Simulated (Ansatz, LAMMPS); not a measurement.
# Static equation of state of amorphous poly(p-phenylene) (as short chains C38H30), from a frame at 300 K, (204 atoms)

Density of this cell: 1.12 g/cm³. The cell holds 204 atoms: 114 C and 90 H. Cell: a = 12.783 Å, b = 13.108 Å, c = 13.031 Å, α = 89.8°, β = 96.3°, γ = 83.8°. The starting structure: 3 poly(p-phenylene) chains of 6 units with methyl end groups placed at random, at 1.14 g/cm³; overlaps pushed apart, then 20 ps at 800 K with MMFF94 bonds, angles, torsions, charges and radii (Halgren, J. Comput. Chem. 17, 490 (1996)) in harmonic and 12-6 forms. Snapshot after 30 ps at 300 K and fixed volume.

Calculated with Ansatz 0.2.0: Kohn-Sham DFT, PBE+D4, PAW (set soft_2), plane waves; cutoff 420 eV, Γ point, fermi-dirac smearing of 0.05 eV. Cell and atoms were relaxed first, to V0 = 10.577 Å³ an atom at a residual P0 = 0.003 GPa. The cell was then scaled evenly, and the atoms were relaxed at each volume.

```
volume (Å³/atom)  pressure (GPa)
          9.5190           1.028
          9.9421               ?
          10.259          0.1317
          10.894        -0.09310
          11.211         -0.2955
```

Task: Fit the third-order Birch–Murnaghan equation to the rows given and interpolate to the withheld row.

**Working.**

Take the Eulerian strain f = ½[(V0/V)^(2/3) − 1] and the normalised pressure F = (P − P0) / [3f(1 + 2f)^(5/2)]. The third-order Birch–Murnaghan equation is then the line F = B0 + (3/2)B0(B′ − 4) f, so u = f and v = F.

| u = f | v = F (GPa) |
| --- | --- |
| 0.0363831 | 7.87546 |
| 0.0102569 | 3.96130 |
| -0.00975628 | 3.46647 |
| -0.0190509 | 5.76420 |

With n = 4: mean u = 0.00445821, mean v = 5.26686, Σ(u − ū)² = 0.0018076, Σ(u − ū)(v − v̄) = 0.089609. Slope b = 0.089609 / 0.0018076 = 49.575; intercept a = v̄ − b ū = 5.0458.

So B0 = a = 5.05 GPa and B′ = 4 + 2b/(3a) = 10.5. At the withheld volume f = 0.02106, F = a + b f = 6.090 GPa, and P = P0 + 3f(1 + 2f)^(5/2) F.

Prediction at 9.9421: 0.4299 GPa. The run gave 0.5371 GPa, so the fit is low by 0.11 GPa (20 % of the value).

The series isn't one smooth equation of state: even a line fitted to all rows, the withheld one included, misses F by up to 48.6 % and an atom moves over 0.5 Å in some relaxation. B0 and B′ are then only the numbers of this fit, not moduli of the material. Among the rows given, the largest miss of the fit is at 9.5190, by 0.13 GPa (10 % of the range of the table).

Limits: Static cells at zero temperature; the cell shape is held. The program notes that the SCF threshold of these relaxations is loose for the stress. The network of contacts between molecules at the start is that of the classical potential that made the cell, and needn't be the one that DFT or experiment would give. Only the Γ point is sampled, in a cell whose shortest periodic width is 13 Å.

[Logs are printed without paths, hosts, clocks, repeated set-up lines and the standing remarks that a program may print on its own settings, such as how far it seeks lower states.]

[Hosts, paths, dates, database ids (printed as entryN), source tags and the programs' standing remarks are cut or masked in the printed files.]

[The MMFF94 radii named for the starting cell were scaled by 0.96; in molecules described by MMFF94, hydrogen bound to N, O or S took a small fixed 12-6 site in their place.]
